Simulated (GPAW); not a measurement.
## Work function of C/Rh(100) at several levels

Aim: the work function of both faces of C/Rh(100), and its spread over functionals and bases.

Calculated with GPAW 26.7.0; GPAW, PAW setups; slab in vacuum, relaxation, in the first sound run; inputs show where later runs differ.

**1. Starting point**

The cell holds 5 atoms: 4 Rh and 1 C. Cell: a = 2.687 Å, b = 2.687 Å, c = 20.769 Å, α = 90.0°, β = 90.0°, γ = 90.0°. Vacuum lies along c.

Coordinates:

```cif
data_structure
_symmetry_space_group_name_H-M 'P 1'
_symmetry_Int_Tables_number 1
_cell_length_a 2.6870
_cell_length_b 2.6870
_cell_length_c 20.7688
_cell_angle_alpha 90.000
_cell_angle_beta 90.000
_cell_angle_gamma 90.000
_cell_volume 149.95
loop_
_atom_site_label
_atom_site_type_symbol
_atom_site_fract_x
_atom_site_fract_y
_atom_site_fract_z
_atom_site_occupancy
Rh1 Rh 0.50000 0.50000 0.33704 1
Rh2 Rh 0.00000 0.00000 0.42853 1
Rh3 Rh 0.50000 0.50000 0.52001 1
Rh4 Rh 0.00000 0.00000 0.61149 1
C5 C 0.50000 0.50000 0.66296 1
```

**2. Relaxing the atoms**

The atoms are relaxed first, since the surface dipole, and with it the work function, follows the positions of the outer layers. The lowest 2 atoms are held at bulk positions and keep their forces.

Contents of run.py:

```python
import json
import numpy as np
from ase import Atoms
from ase.constraints import FixAtoms
from ase.optimize import BFGS
from gpaw import GPAW, PW

slab = Atoms(
    ['Rh', 'Rh', 'Rh', 'Rh', 'C'],
    positions=[
        [1.34350, 1.34350, 7.00000],
        [0.00000, 0.00000, 8.90000],
        [1.34350, 1.34350, 10.80000],
        [0.00000, 0.00000, 12.70000],
        [1.34350, 1.34350, 13.76883]],
    cell=[[2.68701, 0.0, 0.0], [0.0, 2.68701, 0.0], [0.0, 0.0, 20.76883]],
    pbc=[True, True, False])

slab.calc = GPAW(mode=PW(500), xc='PBE', kpts={'size': (12, 12, 1), 'gamma': True},
                 occupations={'name': 'fermi-dirac', 'width': 0.1}, nbands='160%',
                 convergence={'density': 1e-05}, maxiter=200,
                 poissonsolver={'dipolelayer': 'xy'},
                 symmetry={'tolerance': 1e-3, 'extra_ids': [1, 1, 0, 0, 0]}, txt='slab.txt')
result = {}
slab.set_constraint(FixAtoms([0, 1]))
path = []
opt = BFGS(slab, maxstep=0.2)
opt.attach(lambda: path.append((slab.get_potential_energy(), slab.positions.tolist(), slab.get_forces().tolist())))
result['relaxed'] = bool(opt.run(fmax=0.03, steps=40))
result['path'] = path
energy = slab.get_potential_energy()
fermi = slab.calc.get_fermi_level()
v = slab.calc.get_electrostatic_potential().mean((0, 1)) - fermi
n = slab.calc.get_pseudo_density().mean((0, 1))
L = slab.cell[2, 2]
z = np.arange(len(v)) * L / len(v)
low, high = slab.positions[:, 2].min(), slab.positions[:, 2].max()
below, above = np.interp([low - 4.8, high + 4.8], z, v)
slopes = [np.interp(x, z, np.gradient(v, z)) for x in (low - 4.8, high + 4.8)]
eps = np.array([[slab.calc.get_eigenvalues(k, s) for k in range(len(slab.calc.get_ibz_k_points()))]
                for s in range(slab.calc.get_number_of_spins())]) - fermi
top, bottom = eps[eps < 0].max(), eps[eps > 0].min()
dipole = slab.get_dipole_moment()[2]
print(f'energy {energy:.4f} eV, Fermi level {fermi:.4f} eV, dipole {dipole:.5f} e A')
print(f'potential 4.8 A off the faces, from the Fermi level: lower {below:.4f} eV, upper {above:.4f} eV')
print(f'slope of the potential there: lower {slopes[0]:.5f}, upper {slopes[1]:.5f} eV/A')
print(f'nearest levels on the mesh: {top:.4f} and {bottom:.4f} eV')
print('magnetic moment', round(slab.get_magnetic_moment(), 3))
result.update(energy=energy, fermi=fermi, dipole=dipole, below=below, above=above, slopes=slopes, edges=[top, bottom],
              z=z.tolist(), v=v.tolist(), n=n.tolist(), positions=slab.positions.tolist(),
              forces=slab.get_forces(apply_constraint=False).tolist(), moments=slab.get_magnetic_moments().tolist())
json.dump(result, open('result.json', 'w'))
```

Launch:

```
$ OMP_NUM_THREADS=1 OPENBLAS_NUM_THREADS=1 python run.py
```

The log of the run:

```text
Step          Energy          fmax
BFGS:    0      -34.141535        3.233696
BFGS:    1      -34.334278        2.565976
BFGS:    2      -34.662053        0.532673
BFGS:    3      -34.668805        0.526543
BFGS:    4      -34.678226        0.350316
BFGS:    5      -34.682850        0.150987
BFGS:    6      -34.684109        0.121748
BFGS:    7      -34.684404        0.103922
BFGS:    8      -34.685223        0.113423
BFGS:    9      -34.686375        0.135738
BFGS:   10      -34.688081        0.113169
BFGS:   11      -34.688839        0.055580
BFGS:   12      -34.689029        0.009125
energy -34.5790 eV, Fermi level 1.7481 eV, dipole -0.02259 e A
potential 4.8 A off the faces, from the Fermi level: lower 4.9447 eV, upper 5.5119 eV
slope of the potential there: lower -0.00048, upper -0.00006 eV/A
nearest levels on the mesh: -0.0086 and 0.0358 eV
magnetic moment 0.0
```

It took 31 min on 1 thread of Arm Neoverse V1, shared host; peak memory 0.28 GiB.

Relaxation path:

```tsv
step	energy less that of the first step (eV)	largest force (eV/Å)
1	0.0000	3.2337
2	-0.1917	2.5660
3	-0.5286	0.5327
4	-0.5367	0.5265
5	-0.5469	0.3503
6	-0.5505	0.1510
7	-0.5508	0.1217
8	-0.5508	0.1039
9	-0.5510	0.1134
10	-0.5517	0.1357
11	-0.5532	0.1132
12	-0.5543	0.0556
13	-0.5549	0.0091
```

The atoms that moved most (Å):

```tsv
atom	dx	dy	dz	length
Rh4	0.000	0.000	0.308	0.308
C5	0.000	0.000	-0.059	0.059
Rh3	0.000	0.000	-0.013	0.013
```

The relaxed structure:

```xyz
5
Lattice="2.6870 0.0000 0.0000 0.0000 2.6870 0.0000 0.0000 0.0000 20.7688" Properties=species:S:1:pos:R:3
Rh    1.3435    1.3435    7.0000
Rh    0.0000    0.0000    8.9000
Rh    1.3435    1.3435   10.7872
Rh    0.0000    0.0000   13.0082
C     1.3435    1.3435   13.7095
```

This step gave:

```yaml
dipole_along_the_normal: -0.02259 e·Å
levels_nearest_the_fermi_level_on_the_mesh: -0.008567, 0.03575 eV from the Fermi level
upper_work_function: 5.512 eV
lower_work_function: 4.945 eV
```

Table of electrostatic potential energy of an electron (without an applied field's), less the Fermi level, planar mean by z:

z (Å), electrostatic potential energy of an electron (without an applied field's), less the Fermi level, planar mean (eV) and a bar from the least value:
```
      0.0        5.2 ##############################
      0.5        4.9 #############################
      1.0        4.9 #############################
      1.5        4.9 #############################
      2.0        4.9 #############################
      2.5        4.9 #############################
      3.0        4.9 #############################
      3.5        4.9 #############################
      4.0        4.9 #############################
      4.5        4.9 #############################
      5.0        4.7 #############################
      5.5        3.9 ############################
      6.0        1.0 ##########################
      6.5       -9.4 ###############
      7.0      -21.6 ####
      7.5       -9.9 ###############
      8.0       -3.0 ######################
      8.5      -13.5 ###########
      9.0      -21.4 ####
      9.5       -7.6 #################
     10.0       -4.0 #####################
     10.5      -16.8 ########
     11.0      -18.8 ######
     11.5       -4.3 ####################
     12.0       -0.8 ########################
     12.5      -10.7 ##############
     13.0      -25.2 
     13.5      -21.7 ###
     14.0       -8.2 #################
     14.5        2.6 ###########################
     15.0        4.9 #############################
     15.5        5.4 ##############################
     16.0        5.5 ##############################
     16.5        5.5 ##############################
     17.0        5.5 ##############################
     17.5        5.5 ##############################
     18.0        5.5 ##############################
     18.5        5.5 ##############################
     19.0        5.5 ##############################
     19.5        5.5 ##############################
     20.0        5.5 ##############################
     20.5        5.4 ##############################
```

The pseudo valence density, planar mean oscillates, so the rows of the table below give means over windows of 1.92 Å about each position, cut where the curve ends. Its maxima inside the range that stand out by 2 % of the span (Å: e/Å³): 6.9: 2.19, 8.8: 2.24, 10.8: 2.27, 13.1: 2.36. Its minima: 7.9: 0.425, 9.8: 0.424, 11.9: 0.269.

Table of pseudo valence density, planar mean by z; means over each step:

z (Å), pseudo valence density, planar mean (e/Å³) and a bar:
```
     2.88       0.00 
     4.80       0.02 
     6.72       1.00 ############################
     8.64       1.09 ##############################
    10.56       1.08 ##############################
    12.48       1.06 #############################
    14.40       0.37 ##########
    16.32       0.00 
    18.24       0.00
```

The relaxation lowered the energy of the cell by 0.555 eV (energies extrapolated to zero smearing; the optimiser's log prints free energies). The largest force left on a free atom is 0.0091 eV/Å.

**3. The slab's potential**

The work function is the vacuum plateau of the electrostatic potential less the Fermi level; a dipole layer lets the two faces have plateaus of their own.

This step: GPAW, PAW setups; slab in vacuum (GPAW 26.7.0).

Changes to run.py since step 2:

```diff
@@ -3,4 +3,2 @@
 from ase import Atoms
-from ase.constraints import FixAtoms
-from ase.optimize import BFGS
 from gpaw import GPAW, PW
@@ -12,5 +10,5 @@
         [0.00000, 0.00000, 8.90000],
-        [1.34350, 1.34350, 10.80000],
-        [0.00000, 0.00000, 12.70000],
-        [1.34350, 1.34350, 13.76883]],
+        [1.34350, 1.34350, 10.78721],
+        [-0.00000, 0.00000, 13.00824],
+        [1.34350, 1.34350, 13.70954]],
     cell=[[2.68701, 0.0, 0.0], [0.0, 2.68701, 0.0], [0.0, 0.0, 20.76883]],
@@ -22,10 +20,4 @@
                  poissonsolver={'dipolelayer': 'xy'},
-                 symmetry={'tolerance': 1e-3, 'extra_ids': [1, 1, 0, 0, 0]}, txt='slab.txt')
+                 symmetry={'tolerance': 1e-3}, txt='slab.txt')
 result = {}
-slab.set_constraint(FixAtoms([0, 1]))
-path = []
-opt = BFGS(slab, maxstep=0.2)
-opt.attach(lambda: path.append((slab.get_potential_energy(), slab.positions.tolist(), slab.get_forces().tolist())))
-result['relaxed'] = bool(opt.run(fmax=0.03, steps=40))
-result['path'] = path
 energy = slab.get_potential_energy()
```

The log of the run:

```text
energy -34.5790 eV, Fermi level 1.7481 eV, dipole -0.02261 e A
potential 4.8 A off the faces, from the Fermi level: lower 4.9446 eV, upper 5.5119 eV
slope of the potential there: lower -0.00048, upper -0.00006 eV/A
nearest levels on the mesh: -0.0086 and 0.0358 eV
magnetic moment 0.0
```

Wall time 3.2 min (1 thread); peak memory 0.28 GiB.

Numbers from this step:

| Property | Result |
| --- | --- |
| dipole along the normal | -0.02261 e·Å |
| levels nearest the Fermi level on the mesh | -0.008575, 0.03575 eV from the Fermi level |

The electrostatic potential energy of an electron (without an applied field's), less the Fermi level, planar mean by z:

z (Å), electrostatic potential energy of an electron (without an applied field's), less the Fermi level, planar mean (eV) and a bar from the least value:
```
      0.0        5.2 ##############################
      0.5        4.9 #############################
      1.0        4.9 #############################
      1.5        4.9 #############################
      2.0        4.9 #############################
      2.5        4.9 #############################
      3.0        4.9 #############################
      3.5        4.9 #############################
      4.0        4.9 #############################
      4.5        4.9 #############################
      5.0        4.7 #############################
      5.5        3.9 ############################
      6.0        1.0 ##########################
      6.5       -9.4 ###############
      7.0      -21.6 ####
      7.5       -9.9 ###############
      8.0       -3.0 ######################
      8.5      -13.5 ###########
      9.0      -21.4 ####
      9.5       -7.6 #################
     10.0       -4.0 #####################
     10.5      -16.8 ########
     11.0      -18.8 ######
     11.5       -4.3 ####################
     12.0       -0.8 ########################
     12.5      -10.7 ##############
     13.0      -25.2 
     13.5      -21.7 ###
     14.0       -8.2 #################
     14.5        2.6 ###########################
     15.0        4.9 #############################
     15.5        5.4 ##############################
     16.0        5.5 ##############################
     16.5        5.5 ##############################
     17.0        5.5 ##############################
     17.5        5.5 ##############################
     18.0        5.5 ##############################
     18.5        5.5 ##############################
     19.0        5.5 ##############################
     19.5        5.5 ##############################
     20.0        5.5 ##############################
     20.5        5.4 ##############################
```

Pseudo valence density, planar mean against z:

```tsv
z (Å)	pseudo valence density, planar mean (e/Å³)
3.5	2.2e-4
4.0	7.9e-4
4.5	0.00292
5.0	0.0105
5.5	0.0410
6.0	0.170
6.5	0.761
7.0	2.16
7.5	0.792
8.0	0.431
8.5	1.08
9.0	2.09
9.5	0.637
10.0	0.455
10.5	1.50
11.0	1.78
11.5	0.436
12.0	0.289
12.5	0.759
13.0	2.28
13.5	1.19
14.0	0.555
14.5	0.169
15.0	0.0338
15.5	0.00691
16.0	0.00133
16.5	2.7e-4
17.0	5.4e-5
```

Force by atom:

```tsv
atom	x (eV/Å)	y (eV/Å)	z (eV/Å)	size
Rh1	0.000	0.000	0.232	0.232
Rh2	0.000	0.000	-0.224	0.224
Rh3	0.000	0.000	-0.007	0.007
Rh4	0.000	0.000	0.008	0.008
C5	0.000	0.000	-0.009	0.009
```

The potential is flat to 4.8e-4 eV/Å where it is read, so the vacuum is wide enough.

**4. Self-consistent run: xc = "RPBE"**

The same geometry under RPBE, to see how far the functional moves the levels against the vacuum.

Changes to run.py since step 3:

```diff
@@ -16,3 +16,3 @@
 
-slab.calc = GPAW(mode=PW(500), xc='PBE', kpts={'size': (12, 12, 1), 'gamma': True},
+slab.calc = GPAW(mode=PW(500), xc='RPBE', kpts={'size': (12, 12, 1), 'gamma': True},
                  occupations={'name': 'fermi-dirac', 'width': 0.1}, nbands='160%',
```

The log of the run:

```text
energy -31.7061 eV, Fermi level 1.8675 eV, dipole -0.02485 e A
potential 4.8 A off the faces, from the Fermi level: lower 4.7665 eV, upper 5.3899 eV
slope of the potential there: lower -0.00057, upper -0.00006 eV/A
nearest levels on the mesh: -0.0108 and 0.0381 eV
magnetic moment 0.0
```

Elapsed: 3.1 min, on 1 thread; peak memory 0.28 GiB.

Numbers from this step:

```yaml
dipole_along_the_normal: -0.02485 e·Å
levels_nearest_the_fermi_level_on_the_mesh: -0.01077, 0.03808 eV from the Fermi level
upper_work_function: 5.390 eV
lower_work_function: 4.767 eV
```

The electrostatic potential energy of an electron (without an applied field's), less the Fermi level, planar mean oscillates, so the rows of the table below give means over windows of 1 Å about each position, cut where the curve ends. Its maxima inside the range that stand out by 2 % of the span (Å: eV): 8.0: -2.96, 9.8: -3.31, 11.9: -0.592. Its minima: 7.0: -21.7, 8.9: -22.1, 10.8: -21.9, 13.1: -25.7.

The electrostatic potential energy of an electron (without an applied field's), less the Fermi level, planar mean by z; means over each step:

```tsv
z (Å)	electrostatic potential energy of an electron (without an applied field's), less the Fermi level, planar mean (eV)
0	4.88
1	4.77
2	4.77
3	4.76
4	4.74
5	4.39
6	-0.395
7	-16.9
8	-6.10
9	-17.2
10	-7.07
11	-15.8
12	-3.12
13	-21.6
14	-9.24
15	4.52
16	5.35
17	5.39
18	5.39
19	5.39
20	5.38
```

Pseudo valence density, planar mean against z:

```tsv
z (Å)	pseudo valence density, planar mean (e/Å³)
0.00	0
0.58	0
1.15	0
1.73	2.9e-6
2.31	1.1e-5
2.69	3.0e-5
3.27	1.3e-4
3.85	5.5e-4
4.42	0.00232
5.00	0.0102
5.58	0.0483
6.15	0.257
6.73	1.55
7.31	1.41
7.69	0.511
8.27	0.560
8.85	2.24
9.42	0.735
10.00	0.454
10.58	1.80
11.15	1.17
11.73	0.291
12.31	0.448
12.88	2.16
13.27	1.87
13.85	0.696
14.42	0.206
15.00	0.0333
15.58	0.00508
16.15	8.2e-4
16.73	1.3e-4
17.31	2.0e-5
17.88	4.1e-6
18.27	0
18.85	0
19.42	0
20.00	0
20.58	0
```

Force by atom:

```tsv
atom	x (eV/Å)	y (eV/Å)	z (eV/Å)	size
Rh1	0.000	0.000	-0.019	0.019
Rh2	0.000	0.000	-0.217	0.217
Rh3	0.000	0.000	0.072	0.072
Rh4	0.000	0.000	-0.077	0.077
C5	0.000	0.000	0.240	0.240
```

The upper face's work function is 5.390 eV, against 5.512 eV in the first plane-wave PBE run at this geometry.

**5. Self-consistent run: xc = "revPBE"**

The same geometry under revPBE, to see how far the functional moves the levels against the vacuum.

Changes to run.py since step 4:

```diff
@@ -16,3 +16,3 @@
 
-slab.calc = GPAW(mode=PW(500), xc='RPBE', kpts={'size': (12, 12, 1), 'gamma': True},
+slab.calc = GPAW(mode=PW(500), xc='revPBE', kpts={'size': (12, 12, 1), 'gamma': True},
                  occupations={'name': 'fermi-dirac', 'width': 0.1}, nbands='160%',
```

The log of the run:

```text
energy -32.2723 eV, Fermi level 1.8483 eV, dipole -0.02429 e A
potential 4.8 A off the faces, from the Fermi level: lower 4.7893 eV, upper 5.3986 eV
slope of the potential there: lower -0.00052, upper -0.00006 eV/A
nearest levels on the mesh: -0.0105 and 0.0374 eV
magnetic moment 0.0
```

Run time: 3.5 min. Hardware: 1 thread; peak memory 0.28 GiB.

This step gave:

```
dipole along the normal                    : -0.02429 e·Å
levels nearest the Fermi level on the mesh : -0.01054, 0.03744 eV from the Fermi level
upper work function                        : 5.399 eV
lower work function                        : 4.789 eV
```

The upper face's work function is 5.399 eV, against 5.512 eV in the first plane-wave PBE run at this geometry.

**6. OptPBE vdW: xc = "optPBE-vdW"**

The same geometry under optPBE-vdW, to see how far the functional moves the levels against the vacuum (the van der Waals functionals take revPBE setups).

Changes to run.py since step 5:

```diff
@@ -16,3 +16,3 @@
 
-slab.calc = GPAW(mode=PW(500), xc='revPBE', kpts={'size': (12, 12, 1), 'gamma': True},
+slab.calc = GPAW(mode=PW(500), xc='optPBE-vdW', kpts={'size': (12, 12, 1), 'gamma': True},
                  occupations={'name': 'fermi-dirac', 'width': 0.1}, nbands='160%',
```

The log of the run:

```text
energy -92.8774 eV, Fermi level 1.6232 eV, dipole -0.02370 e A
potential 4.8 A off the faces, from the Fermi level: lower 5.1223 eV, upper 5.7171 eV
slope of the potential there: lower -0.00081, upper -0.00005 eV/A
nearest levels on the mesh: -0.0056 and 0.0404 eV
magnetic moment 0.0
```

Run time: 3.3 min. Hardware: 1 thread; peak memory 0.39 GiB.

Numbers from this step:

- dipole along the normal: -0.02370 e·Å
- levels nearest the Fermi level on the mesh: -0.005605, 0.04040 eV from the Fermi level
- upper work function: 5.717 eV
- lower work function: 5.122 eV

The upper face's work function is 5.717 eV, against 5.512 eV in the first plane-wave PBE run at this geometry.

**7. Self-consistent run: xc = "LDA"**

The same geometry under LDA, to see how far the functional moves the levels against the vacuum.

Changes to run.py since step 6:

```diff
@@ -16,3 +16,3 @@
 
-slab.calc = GPAW(mode=PW(500), xc='optPBE-vdW', kpts={'size': (12, 12, 1), 'gamma': True},
+slab.calc = GPAW(mode=PW(500), xc='LDA', kpts={'size': (12, 12, 1), 'gamma': True},
                  occupations={'name': 'fermi-dirac', 'width': 0.1}, nbands='160%',
```

The log of the run:

```text
energy -40.8373 eV, Fermi level 1.4353 eV, dipole -0.01901 e A
potential 4.8 A off the faces, from the Fermi level: lower 5.3284 eV, upper 5.8054 eV
slope of the potential there: lower -0.00038, upper -0.00008 eV/A
nearest levels on the mesh: -0.0050 and 0.0092 eV
magnetic moment 0.0
```

It took 4 min on 1 thread; peak memory 0.28 GiB.

This step gave:

```yaml
dipole_along_the_normal: -0.01901 e·Å
levels_nearest_the_fermi_level_on_the_mesh: -0.005045, 0.009223 eV from the Fermi level
upper_work_function: 5.805 eV
lower_work_function: 5.328 eV
```

The electrostatic potential energy of an electron (without an applied field's), less the Fermi level, planar mean by z:

```tsv
z (Å)	electrostatic potential energy of an electron (without an applied field's), less the Fermi level, planar mean (eV)
0.0	5.57
0.5	5.33
1.0	5.33
1.5	5.33
2.0	5.33
2.5	5.33
3.0	5.33
3.5	5.32
4.0	5.31
4.5	5.26
5.0	5.06
5.5	4.29
6.0	1.38
6.5	-9.12
7.0	-21.3
7.5	-9.54
8.0	-2.62
8.5	-13.2
9.0	-21.2
9.5	-7.29
10.0	-3.65
10.5	-16.6
11.0	-18.5
11.5	-3.94
12.0	-0.477
12.5	-10.4
13.0	-25.1
13.5	-21.4
14.0	-8.00
14.5	2.81
15.0	5.22
15.5	5.69
16.0	5.78
16.5	5.80
17.0	5.80
17.5	5.81
18.0	5.81
18.5	5.81
19.0	5.81
19.5	5.81
20.0	5.81
20.5	5.74
```

The upper face's work function is 5.805 eV, against 5.512 eV in the first plane-wave PBE run at this geometry.

(Continued in part 2 of 2.)

[Logs are printed without paths, hosts, clocks, repeated set-up lines and the standing remarks that a program may print on its own settings, such as how far it seeks lower states.]

[Hosts, paths, dates, database ids (printed as entryN), source tags and the programs' standing remarks are cut or masked in the printed files.]
